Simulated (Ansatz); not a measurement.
# ZnO (zincite, P6_3mc): thermal expansion from first principles, part 2 of 2

Aim: the lattice, expansion, heat capacity and bulk modulus of ZnO (zincite) as it warms.

Ansatz 0.2.0; DFT LDA, scalar-relativistic, plane waves, PAW; PAW set soft_1.

So far. Step 2 (A first coarse run): The start is under -7.1 GPa at this level and looks like an insulator or semiconductor on this mesh. Step 4 (Tight relaxation): The residual pressure is -0.0052 GPa, small enough for phonons. The relaxed cell has a = 3.187, c = 5.152 Å (conventional setting).

**5. Phonons on strained cells**

Thermal expansion follows from how the phonon free energy changes with strain, so the program makes strained cells, their phonons and a fit in one run.

File input.yaml:

```yaml
crystal:
  lattice:
    - [3.1874549898, 0.0, 0.0]
    - [-1.5937274949, 2.7604169946, 0.0]
    - [0.0, 0.0, 5.1524030769]
  atoms:
    - { symbol: Zn, position: [0.3333333333, 0.6666666667, 0.5002724439] }
    - { symbol: Zn, position: [0.6666666667, 0.3333333333, 0.0002724439] }
    - { symbol: O, position: [0.6666666667, 0.3333333333, 0.3787375561] }
    - { symbol: O, position: [0.3333333333, 0.6666666667, 0.8787375561] }
kpoints:
  mp_grid: { grid: [9, 9, 6] }
hamiltonian:
  xc: lda
  pseudopotentials: { kind: paw, azcp: { folder: soft_1 }, xc_functional: pbe }
scf:
  occupations: { method: fixed }
  lower_state_search: "off"
output:
  eigenvalues: true
phonons:
  method: dfpt
  qmesh: [3, 3, 2]
  temperatures: { t_max: 1200.0, t_step: 50 }
  thermal_expansion: {}
```

Command:

```console
$ ansatz run input.yaml --threads 18 --pin off --max-ram 92160MiB --backend cuda --events-out ev --progress --plain --runs-dir out --max-vram 78GiB
```

Standard output:

```text
Warning: phonons: the dynamical matrix that this run interpolates holds no multipole term above the dipole-dipole one, and a site of this crystal is no centre of inversion, so its interpolated transverse optical and acoustic branches and sound speeds can stay off near Gamma, and the density of states and the thermodynamics with them. What a run solves at a wave vector of phonons.qpoints, Gamma apart, where the deck admits one, is free of this, and under fd what a larger phonons.supercell samples
[...]
Crystal: 4 atoms, lattice volume = 45.334 Å³
Basis set: ecut = 487.2 eV, 1099 PW (Γ), exchange–correlation on 48×48×80 points (8 copies of the dense FFT grid, shifted against one another)
Bands: 22, of which v1, the nominal top of the filled ones, is band 18 counted from 1 (17 counted from 0)
Symmetry: 12 space group operations
[...]
k-points: 48 of 486 (time reversal used)
[...]
SCF iter   1: F=—  HF=-7604.920345 eV  |F-HF|=—  |Δ(HF+E_count)|=         —  Δρ=1.11e-1  dr2=2.99e0  ethr=3.10e-3  ⟨swp⟩=4.4  Hψ=5094  notcnv=0  defer=81
[...]
SCF iter   2: F=—  HF=-7604.104412 eV  |F-HF|=—  |Δ(HF+E_count)|=   8.16e-1  Δρ=2.28e-2  dr2=2.12e-1  ethr=3.10e-3  ⟨swp⟩=2.5  Hψ=2417  notcnv=0  defer=53
[...]
SCF iter  11: F=-7603.971831 eV  HF=-7603.971831 eV  |F-HF|=3.64e-12  |Δ(HF+E_count)|=  3.21e-10  Δρ=1.58e-7  dr2=9.96e-12  ethr=1.00e-12  ⟨swp⟩=4.4  Hψ=5750  notcnv=0
SCF 1 converged in 11 iterations: F = -7603.971831 eV  dr2 = 9.96e-12
[...]
relax step   1: F+E_penalty+E_count = -7603.97183141 eV  Δ(F+E_penalty+E_count) = +0.000e0 eV  max|allowed force component| = 3.185e-4 eV/Å  Δτ_max = 0.0000 Å  (11 SCF iters, accepted)
[...]
SCF iter   2: F=—  HF=-7603.971831 eV  |F-HF|=—  |Δ(HF+E_count)|=  5.37e-11  Δρ=4.41e-7  dr2=4.07e-11  ethr=1.00e-12  ⟨swp⟩=1.0  Hψ=1056  notcnv=0
[...]
SCF 2 converged in 3 iterations: F = -7603.971831 eV  dr2 = 5.59e-12
relax step   2: F+E_penalty+E_count = -7603.97183141 eV  Δ(F+E_penalty+E_count) = -4.626e-9 eV  max|allowed force component| = 2.608e-4 eV/Å  Δτ_max = 0.0000 Å  (3 SCF iters, accepted)
[...]
SCF 3 converged in 3 iterations: F = -7603.971831 eV  dr2 = 1.36e-11
[...]
relax step   3: F+E_penalty+E_count = -7603.97183142 eV  Δ(F+E_penalty+E_count) = -9.393e-9 eV  max|allowed force component| = 3.461e-7 eV/Å  Δτ_max = 0.0000 Å  (3 SCF iters, accepted)
SCF converged after 3 iterations
[...]
thermal expansion, electrons of cell 12: device memory: the entry about to start is reckoned to put 1.6 GiB on a device that reports 140.3 GiB free (of which the cap on the GPU budget leaves the run 78.0 GiB)
thermal expansion: electrons of cell 13
[...]
thermal expansion: electrons of cell 14
[...]
thermal expansion: electrons of cell 15
[...]
thermal expansion: electrons of cell 16
[...]
thermal expansion: phonons of cell 9
thermal expansion, phonons of cell 9: device memory: the entry about to start is reckoned to put 1.6 GiB on a device that reports 139.8 GiB free (of which the cap on the GPU budget leaves the run 78.0 GiB)
thermal expansion: phonons of cell 10
[...]
thermal expansion: phonons of cell 11
[...]
--- Relaxed structure (3 steps of the walk, 3 accepted, 0 SCFs on fresh bases) ---
  F+E_penalty+E_count = -7603.97183142 eV   max|allowed force component| = 3.461e-7 eV/Å
  atoms:
    - { symbol: Zn, position: [0.333333, 0.666667, 0.500277] }
    - { symbol: Zn, position: [0.666667, 0.333333, 0.000276725] }
    - { symbol: O, position: [0.666667, 0.333333, 0.378733] }
    - { symbol: O, position: [0.333333, 0.666667, 0.878733] }
--- Thermal expansion: 16 cells in 3 rounds, 0 GPa ---
  no lower state was looked for at cell 6: scf.lower_state_search: off
  without vibrations: a 3.18728, b 3.18728, c 5.15276 Å, V 45.3328 Å³, B 161.37 GPa
  at 0 K: a 3.19521, b 3.19521, c 5.16231 Å, V 45.6431 Å³, B 157.72 GPa
  zero-point expansion: a +0.249, b +0.249, c +0.185, V +0.684 %
      T/K        a/Å        b/Å        c/Å       V/Å³ | expansion of a, b, c, V (1e-6/K)   | that of V in the mean from 25 °C | C_P, C_V (J/mol K of the cell) | B_T, B_S (GPa)
     0.00    3.19521    3.19521    5.16231    45.6431 |    0.00    0.00    0.00    0.00 |    1.93 |     0.000     0.000 |   157.72   157.72
   150.00    3.19493    3.19493    5.16166    45.6292 |    0.46    0.46   -0.17    0.75 |    5.94 |    51.718    51.718 |   156.32   156.32
   298.15    3.19604    3.19604    5.16261    45.6694 |    3.82    3.82    2.36    9.99 |       - |    79.563    79.437 |   152.97   153.21
   400.00    3.19748    3.19748    5.16410    45.7238 |    4.94    4.94    3.22   13.10 |   11.69 |    87.594    87.310 |   150.38   150.87
   550.00    3.20010    3.20010    5.16690    45.8235 |    5.88    5.88    3.95   15.71 |   13.40 |    93.342    92.794 |   146.44   147.31
   700.00    3.20308    3.20308    5.17016    45.9377 |    6.48    6.48    4.44   17.40 |   14.62 |    96.214    95.380 |   142.41   143.66
   850.00    3.20631    3.20631    5.17376    46.0625 |    6.96    6.96    4.84   18.76 |   15.60 |    97.934    96.787 |   138.33   139.97
  1000.00    3.20976    3.20976    5.17766    46.1966 |    7.39    7.39    5.22   20.00 |   16.45 |    99.135    97.642 |   134.19   136.24
  1150.00    3.21342    3.21342    5.18186    46.3397 |    7.81    7.81    5.60   21.22 |   17.23 |   100.090    98.212 |   130.00   132.48
  1200.00    3.21469    3.21469    5.18333    46.3893 |    7.95    7.95    5.73   21.64 |   17.48 |   100.380    98.362 |   128.59   131.23
  stiffness (GPa) against the strains that keep the symmetry, 3 along the crystal's axis
    without vibrations: C11 + C12 359.63, C13 123.70, C33 238.31
  the static fit leaves 0.002 meV an atom of the energies and, of the stresses, 0.000 GPa of each cell's largest along a strain (root mean squares over the cells), whose Pulay part it has at -0.081 GPa
  vibrations' free energy: its fit passes through its cells
  the electrons' free energy at temperature is in it; its fit leaves 0.0000 meV an atom at the most
  free energies summed between the sampled wave vectors
  estimated error of the fitted expansion in any direction: up to 0.701e-6/K, at 1200 K (an estimate, not a bound: it was exceeded on models of known expansion)
  by sums over the sampled wave vectors an expansion of the volume parts by up to 0.39e-6/K
  by a static energy of one degree less an expansion of the volume parts by up to 0.01e-6/K
  band gaps on the cells' k-points are 0.732 to 0.841 eV
```

The job ended after 1.9 min (1 × NVIDIA GB200 with 18 threads of Arm Neoverse V2, shared host; peak memory 2.2 GiB).

Numbers from this step:

```yaml
pressure: -0.004495 GPa
gap_on_the_k_mesh: 0.7957 eV
volume_expansion_coefficient_at_298_k: 9.986 1e-6/K
c_p_at_298_k: 19.89 J/mol-atom/K
entropy_at_298_k: 22.01 J/mol-atom/K
isothermal_bulk_modulus_at_298_k: 153.0 GPa
grueneisen_parameter_at_298_k: 0.5289
volume_at_298_k: 11.42 Å³/atom
principal_linear_expansion_coefficients_at_298_k: 2.356, 3.815, 3.815 1e-6/K
```

Strained cells of the study; zero-point energy where phonons were solved; the pressures are stresses at the typed cutoff and can carry an offset from the finite basis. Expansion cells, by row:

| cell | \|a\| (Å) | \|b\| (Å) | \|c\| (Å) | V (Å³/atom) | E - E_lowest (meV/atom) | pressure, compression positive (GPa) | gap (eV) | zero-point energy (meV/atom) |
| --- | --- | --- | --- | --- | --- | --- | --- | --- |
| 1 | 3.187 | 3.187 | 5.152 | 11.33 | 0 | -0.087 | 0.7957 | - |
| 2 | 3.213 | 3.213 | 5.194 | 11.61 | 3.209 | -3.742 | 0.7586 | - |
| 3 | 3.162 | 3.162 | 5.112 | 11.07 | 3.321 | 3.978 | 0.8324 | - |
| 4 | 3.172 | 3.172 | 5.203 | 11.33 | 0.586 | -0.124 | 0.7753 | - |
| 5 | 3.203 | 3.203 | 5.102 | 11.33 | 0.58 | -0.109 | 0.8141 | - |
| 6 | 3.188 | 3.188 | 5.153 | 11.34 | 0.001 | -0.12 | 0.7955 | 60.16 |
| 7 | 3.204 | 3.204 | 5.178 | 11.51 | 1.306 | -2.452 | 0.7723 | 59.01 |
| 8 | 3.18 | 3.18 | 5.178 | 11.34 | 0.14 | -0.131 | 0.7855 | 60.18 |
| 9 | 3.221 | 3.221 | 5.195 | 11.67 | 4.782 | -4.5 | 0.7534 | 57.92 |
| 10 | 3.211 | 3.211 | 5.147 | 11.49 | 1.248 | -2.215 | 0.7856 | 59.1 |
| 11 | 3.215 | 3.215 | 5.222 | 11.68 | 5.217 | -4.664 | 0.7418 | 57.85 |
| 12 | 3.156 | 3.156 | 5.101 | 11 | 5.159 | 5.033 | 0.8414 | - |
| 13 | 3.172 | 3.172 | 5.127 | 11.17 | 1.255 | 2.372 | 0.8185 | - |
| 14 | 3.238 | 3.238 | 5.216 | 11.84 | 10.58 | -6.482 | 0.7322 | - |
| 15 | 3.191 | 3.191 | 5.228 | 11.53 | 2.15 | -2.75 | 0.7506 | - |
| 16 | 3.218 | 3.218 | 5.12 | 11.48 | 1.568 | -2.062 | 0.7962 | - |

Quasi-harmonic; a, b, c are the run's own cell vectors. Expansion, by row:

| T (K) | a (Å) | b (Å) | c (Å) | alpha (deg) | beta (deg) | gamma (deg) | cell volume (Å³/cell) | alpha_a (1e-6/K) | alpha_b (1e-6/K) | alpha_c (1e-6/K) | alpha_V (1e-6/K) | C_P (J/mol-atom/K) | C_V (J/mol-atom/K) | S (J/mol-atom/K) | B_T (GPa) | B_S (GPa) | Grueneisen | extrapolation | fit error (1e-6/K) |
| --- | --- | --- | --- | --- | --- | --- | --- | --- | --- | --- | --- | --- | --- | --- | --- | --- | --- | --- | --- |
| 0 | 3.195 | 3.195 | 5.162 | 90 | 90 | 120 | 45.64 | 0 | 0 | 0 | 0 | 0 | 0 | 0 | 157.7 | 157.7 | - | 0 | 0 |
| 50 | 3.195 | 3.195 | 5.162 | 90 | 90 | 120 | 45.64 | -1.04 | -1.04 | -1.24 | -3.33 | 3.996 | 3.996 | 1.783 | 157.6 | 157.6 | -0.902 | 0 | 0.05 |
| 100 | 3.195 | 3.195 | 5.162 | 90 | 90 | 120 | 45.63 | -0.88 | -0.88 | -1.18 | -2.94 | 9.005 | 9.004 | 6.207 | 157.1 | 157.1 | -0.352 | 0 | 0.1 |
| 150 | 3.195 | 3.195 | 5.162 | 90 | 90 | 120 | 45.63 | 0.46 | 0.46 | -0.17 | 0.75 | 12.93 | 12.93 | 10.62 | 156.3 | 156.3 | 0.062 | 0 | 0.13 |
| 200 | 3.195 | 3.195 | 5.162 | 90 | 90 | 120 | 45.64 | 1.88 | 1.88 | 0.9 | 4.65 | 16.06 | 16.06 | 14.79 | 155.3 | 155.3 | 0.309 | 0 | 0.15 |
| 250 | 3.196 | 3.196 | 5.162 | 90 | 90 | 120 | 45.65 | 3.01 | 3.01 | 1.74 | 7.75 | 18.34 | 18.32 | 18.64 | 154.1 | 154.3 | 0.448 | 0 | 0.16 |
| 298.1 | 3.196 | 3.196 | 5.163 | 90 | 90 | 120 | 45.67 | 3.82 | 3.82 | 2.36 | 9.99 | 19.89 | 19.86 | 22.01 | 153 | 153.2 | 0.529 | 0 | 0.17 |
| 300 | 3.196 | 3.196 | 5.163 | 90 | 90 | 120 | 45.67 | 3.84 | 3.84 | 2.38 | 10.06 | 19.94 | 19.91 | 22.13 | 152.9 | 153.2 | 0.531 | 0 | 0.17 |
| 350 | 3.197 | 3.197 | 5.163 | 90 | 90 | 120 | 45.7 | 4.46 | 4.46 | 2.85 | 11.78 | 21.08 | 21.02 | 25.29 | 151.7 | 152 | 0.585 | 0 | 0.18 |
| 400 | 3.197 | 3.197 | 5.164 | 90 | 90 | 120 | 45.72 | 4.94 | 4.94 | 3.22 | 13.1 | 21.9 | 21.83 | 28.16 | 150.4 | 150.9 | 0.621 | 0 | 0.19 |
| 450 | 3.198 | 3.198 | 5.165 | 90 | 90 | 120 | 45.75 | 5.32 | 5.32 | 3.51 | 14.14 | 22.51 | 22.42 | 30.78 | 149.1 | 149.7 | 0.648 | 0 | 0.2 |
| 500 | 3.199 | 3.199 | 5.166 | 90 | 90 | 120 | 45.79 | 5.62 | 5.62 | 3.74 | 14.99 | 22.97 | 22.86 | 33.18 | 147.8 | 148.5 | 0.668 | 0 | 0.21 |
| 550 | 3.2 | 3.2 | 5.167 | 90 | 90 | 120 | 45.82 | 5.88 | 5.88 | 3.95 | 15.71 | 23.34 | 23.2 | 35.38 | 146.4 | 147.3 | 0.684 | 0 | 0.22 |
| 600 | 3.201 | 3.201 | 5.168 | 90 | 90 | 120 | 45.86 | 6.1 | 6.1 | 4.13 | 16.33 | 23.62 | 23.46 | 37.43 | 145.1 | 146.1 | 0.697 | 0 | 0.23 |
| 650 | 3.202 | 3.202 | 5.169 | 90 | 90 | 120 | 45.9 | 6.3 | 6.3 | 4.29 | 16.89 | 23.86 | 23.68 | 39.33 | 143.8 | 144.9 | 0.709 | 0 | 0.25 |
| 700 | 3.203 | 3.203 | 5.17 | 90 | 90 | 120 | 45.94 | 6.48 | 6.48 | 4.44 | 17.4 | 24.05 | 23.84 | 41.1 | 142.4 | 143.7 | 0.719 | 0 | 0.27 |
| 750 | 3.204 | 3.204 | 5.171 | 90 | 90 | 120 | 45.98 | 6.65 | 6.65 | 4.57 | 17.87 | 24.22 | 23.98 | 42.77 | 141.1 | 142.4 | 0.728 | 0 | 0.29 |
| 800 | 3.205 | 3.205 | 5.173 | 90 | 90 | 120 | 46.02 | 6.81 | 6.81 | 4.71 | 18.32 | 24.36 | 24.1 | 44.34 | 139.7 | 141.2 | 0.736 | 0 | 0.32 |
| 850 | 3.206 | 3.206 | 5.174 | 90 | 90 | 120 | 46.06 | 6.96 | 6.96 | 4.84 | 18.76 | 24.48 | 24.2 | 45.82 | 138.3 | 140 | 0.744 | 0 | 0.34 |
| 900 | 3.207 | 3.207 | 5.175 | 90 | 90 | 120 | 46.11 | 7.11 | 7.11 | 4.96 | 19.18 | 24.59 | 24.28 | 47.22 | 136.9 | 138.7 | 0.751 | 0 | 0.38 |
| 950 | 3.209 | 3.209 | 5.176 | 90 | 90 | 120 | 46.15 | 7.25 | 7.25 | 5.09 | 19.59 | 24.69 | 24.35 | 48.55 | 135.6 | 137.5 | 0.758 | 0 | 0.42 |
| 1000 | 3.21 | 3.21 | 5.178 | 90 | 90 | 120 | 46.2 | 7.39 | 7.39 | 5.22 | 20 | 24.78 | 24.41 | 49.82 | 134.2 | 136.2 | 0.765 | 0 | 0.46 |
| 1050 | 3.211 | 3.211 | 5.179 | 90 | 90 | 120 | 46.24 | 7.53 | 7.53 | 5.34 | 20.4 | 24.87 | 24.46 | 51.03 | 132.8 | 135 | 0.771 | 0 | 0.51 |
| 1100 | 3.212 | 3.212 | 5.18 | 90 | 90 | 120 | 46.29 | 7.67 | 7.67 | 5.47 | 20.81 | 24.95 | 24.51 | 52.19 | 131.4 | 133.7 | 0.778 | 0 | 0.57 |
| 1150 | 3.213 | 3.213 | 5.182 | 90 | 90 | 120 | 46.34 | 7.81 | 7.81 | 5.6 | 21.22 | 25.02 | 24.55 | 53.3 | 130 | 132.5 | 0.784 | 0 | 0.63 |
| 1200 | 3.215 | 3.215 | 5.183 | 90 | 90 | 120 | 46.39 | 7.95 | 7.95 | 5.73 | 21.64 | 25.09 | 24.59 | 54.37 | 128.6 | 131.2 | 0.79 | 0 | 0.7 |

Table of expansion coefficient by temperature; values in 1e-6/K:

| temperature (K) | volume | principal 1 | principal 2 |
| --- | --- | --- | --- |
| 0 | 0 | 0 | 0 |
| 50 | -3.33 | -1.24 | -1.04 |
| 100 | -2.94 | -1.18 | -0.88 |
| 150 | 0.75 | -0.17 | 0.46 |
| 200 | 4.65 | 0.9 | 1.88 |
| 250 | 7.75 | 1.74 | 3.01 |
| 298 | 9.99 | 2.36 | 3.82 |
| 300 | 10.1 | 2.38 | 3.84 |
| 350 | 11.8 | 2.85 | 4.46 |
| 400 | 13.1 | 3.22 | 4.94 |
| 450 | 14.1 | 3.51 | 5.32 |
| 500 | 15.0 | 3.74 | 5.62 |
| 550 | 15.7 | 3.95 | 5.88 |
| 600 | 16.3 | 4.13 | 6.1 |
| 650 | 16.9 | 4.29 | 6.3 |
| 700 | 17.4 | 4.44 | 6.48 |
| 750 | 17.9 | 4.57 | 6.65 |
| 800 | 18.3 | 4.71 | 6.81 |
| 850 | 18.8 | 4.84 | 6.96 |
| 900 | 19.2 | 4.96 | 7.11 |
| 950 | 19.6 | 5.09 | 7.25 |
| 1000 | 20 | 5.22 | 7.39 |
| 1050 | 20.4 | 5.34 | 7.53 |
| 1100 | 20.8 | 5.47 | 7.67 |
| 1150 | 21.2 | 5.6 | 7.81 |
| 1200 | 21.6 | 5.73 | 7.95 |

At 298 K the volume expansion is 9.99 × 10⁻⁶/K and B_T is 153 GPa. The program raised the cutoff to 487.2 eV by itself: with no cutoff typed, the study takes about 1.16 times the default for its relaxations and scales it with the volume for the phonons.

**6. What came out**

```json
{
  "settings of these figures": "LDA, 487.2 eV, k 9×9×6, q 3×3×2",
  "volume expansion coefficient at 298 K": "9.986 1e-6/K",
  "C_P at 298 K": "19.89 J/mol-atom/K",
  "entropy at 298 K": "22.01 J/mol-atom/K",
  "isothermal bulk modulus at 298 K": "153.0 GPa",
  "Grüneisen parameter at 298 K": "0.5289",
  "volume at 298 K": "11.42 Å³/atom",
  "principal linear expansion coefficients at 298 K": "2.356, 3.815, 3.815 1e-6/K"
}
```

Near room temperature ZnO (zincite) expands by 9.99 × 10⁻⁶/K in volume at this level, with C_P = 19.9 J/(mol K) per mole of atoms and B_T = 153 GPa. At low temperature the volume shrinks on warming, because modes with negative Grüneisen parameters outweigh the rest; the coefficient turns positive near 140 K. The expansion is anisotropic: the principal values at 298 K run from 2.36 to 3.81 × 10⁻⁶/K. C_P at room temperature is 80 % of the classical 3R an atom, so the stiffest modes are still partly frozen out. The interpolation has no quadrupole term, so branches near the zone centre are less sure, since some sites of this crystal are not centres of inversion. The PAW files were made for PBE and are used here under another functional.

[Long decimals in the printed logs are rounded to 6 places.]

[Logs are printed without paths, hosts, clocks, repeated set-up lines and the standing remarks that a program may print on its own settings, such as how far it seeks lower states.]

[Hosts, paths, dates, database ids (printed as entryN), source tags and the programs' standing remarks are cut or masked in the printed files.]

[Where the starting crystal was built by hand or by swapping elements, it need not be the compound's stable phase.]

[A step with changed settings may run another functional than the one named; its input shows which.]

[Pressures of single members of a volume series are the stress at the run's cutoff; with an incomplete basis they can lie off −dE/dV of the same runs, and they are not shown converged.]
